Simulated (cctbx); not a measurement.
## X-rays or neutrons for the lightest atoms?

Cell a = 5.5540 Å, b = 5.5540 Å, c = 10.0650 Å, α = 90.00°, β = 90.00°, γ = 90.00°; space group P4_2nm (no. 102); content Re4 Rh2 S8 O4. The heavier atoms are placed; O is still missing.

The data are simulated with cctbx, not measured: Mo Kα, λ = 0.71073 Å, to d = 0.6 Å, 50 % of the full sphere, strongest reflection 5000 counts, noise from counting, a 1.5 % proportional error and a noise floor of 15 counts (s.d.); no absorption.

Refinement without O (map in e/Å³):

```text
Rint 0.069, 827 unique reflections to 0.60 A
cycle     R1     wR2    GooF  max shift (A)
   1  0.1638  0.2752   4.987   0.05154
   5  0.0375  0.0774   1.403   0.00048
final R1 0.0375 wR2 0.0774 GooF 1.403  parameters 12  data/parameter 68.9
atom        x        y        z      Ueq    occ   su(xyz)  su(Uiso or U11)
Re1    0.50000  0.50000  0.67998   0.0098  1.000  0.00013  0.0005
Re2    0.50000  0.50000  0.98445   0.0084  1.000  0.00012  0.0004
Rh1    0.50000  0.50000  0.33186   0.0128  1.000  0.00068  0.0002
S1     0.20698  0.20698  0.00827   0.0044  1.000  0.00063  0.0007
S2     0.21834  0.21834  0.33177   0.0199  1.000  0.00150  0.0010
difference map: max 10.43 min -6.83 rms 1.25
Q1    0.2069  0.2069  0.6613    4   10.67  2.31 A from Re1
Q2    0.2029  0.7971  0.0087    4    7.89  1.89 A from S2
Q3    0.0994  0.9006  0.5117    4    5.53  0.83 A from Re2
Q4    0.1855  0.8145  0.2492    4    4.75  1.61 A from Re1
Q5    0.0540  0.9460  0.8308    4    4.44  0.42 A from Rh1
Q6    0.0000  0.0000  0.7587    2    4.41  0.74 A from Rh1
Q7    0.0523  0.0523  0.4729    4    4.37  0.43 A from Re2
Q8    0.0771  0.0771  0.1663    4    4.21  0.62 A from Re1
```

Simulated single-crystal data (cctbx): neutrons of λ = 0.95 Å, to d = 0.7 Å, 50 % of the full sphere, strongest reflection 5000 counts, noise from counting, a 1.5 % proportional error and a noise floor of 15 counts (s.d.); no absorption.

Refinement without O (map in fm/Å³; only maxima are listed):

```text
Rint 0.051, 520 unique reflections to 0.70 A
cycle     R1     wR2    GooF  max shift (A)
   1  0.2762  0.4828  10.735   0.13749
   8  0.1710  0.3331   7.406   0.00183
final R1 0.1534 wR2 0.3045 GooF 6.770  parameters 12  data/parameter 43.3
atom        x        y        z      Ueq    occ   su(xyz)  su(Uiso or U11)
Re1    0.50000  0.50000  0.68323   0.0105  1.000  0.00034  0.0012
Re2    0.50000  0.50000  0.99084   0.0183  1.000  0.00056  0.0014
Rh1    0.50000  0.50000  0.32430   0.0100  1.000  0.00112  0.0017
S1     0.20698  0.20698  0.00533   0.0001  1.000  0.00133  0.0020
S2     0.21407  0.21407  0.34433   0.0001  1.000  0.00132  0.0020
difference map: max 9.05 min -4.72 rms 0.64
Q1    0.2147  0.2147  0.6631    4    9.15  2.25 A from Re1
Q2    0.2078  0.2078  0.0011    4    6.83  0.04 A from S1
Q3    0.0000  0.0000  0.5305    2    3.73  0.40 A from Re2
Q4    0.0000  0.0000  0.9216    2    3.39  0.98 A from Rh1
Q5    0.1817  0.1817  0.3533    4    3.11  0.27 A from S2
Q6    0.2005  0.7995  0.0098    4    2.77  1.80 A from S2
Q7    0.0000  0.0000  0.4693    2    1.85  0.22 A from Re2
Q8    0.2039  0.7961  0.2740    4    1.81  1.84 A from Re1
```

**Question.** Where is O, and which data fix it better?

O sits at (0.2098, 0.2098, 0.6611). Adding it takes R1 from 0.037 to 0.031 with X-rays and from 0.153 to 0.028 with neutrons. Its largest coordinate s.u. is 0.00314 with X-rays and 0.00044 with neutrons, so neutrons fix it better in these data. In the X-ray map Q1 marks it. In the neutron map Q1 marks it.

Final neutron refinement:

```text
Rint 0.051, 520 unique reflections to 0.70 A
cycle     R1     wR2    GooF  max shift (A)
   1  0.1169  0.2242   5.000   0.03143
   7  0.0278  0.0448   1.000   0.00027
final R1 0.0278 wR2 0.0448 GooF 1.000  parameters 15  data/parameter 34.7
atom        x        y        z      Ueq    occ   su(xyz)  su(Uiso or U11)
Re1    0.50000  0.50000  0.68301   0.0097  1.000  0.00018  0.0005
Re2    0.50000  0.50000  0.98764   0.0080  1.000  0.00016  0.0004
Rh1    0.50000  0.50000  0.33435   0.0130  1.000  0.00090  0.0002
S1     0.20499  0.20499  0.01374   0.0099  1.000  0.00061  0.0009
S2     0.21904  0.21904  0.33088   0.0209  1.000  0.00095  0.0008
O1     0.21009  0.21009  0.66270   0.0160  1.000  0.00044  0.0004
difference map: max 0.77 min -0.70 rms 0.14
Q1    0.2193  0.7807  0.1534    4    0.78  0.56 A from O1
Q2    0.0575  0.0575  0.5136    4    0.78  0.52 A from Re2
Q3    0.0837  0.0837  0.7817    4    0.71  0.84 A from Rh1
Q4    0.0516  0.0516  0.3666    4    0.53  1.28 A from Re2
Q5    0.1040  0.8960  0.1540    4    0.53  0.87 A from Re1
Q6    0.1647  0.1647  0.4960    4    0.52  1.30 A from Re2
```

The model was made for the exercise: a known structure type with other elements put in, its volume estimated, not relaxed; displacement parameters are assumed.

[Middle refinement cycles are left out of these outputs.]

[Logs are printed without paths, hosts, clocks, repeated set-up lines and the standing remarks that a program may print on its own settings, such as how far it seeks lower states.]
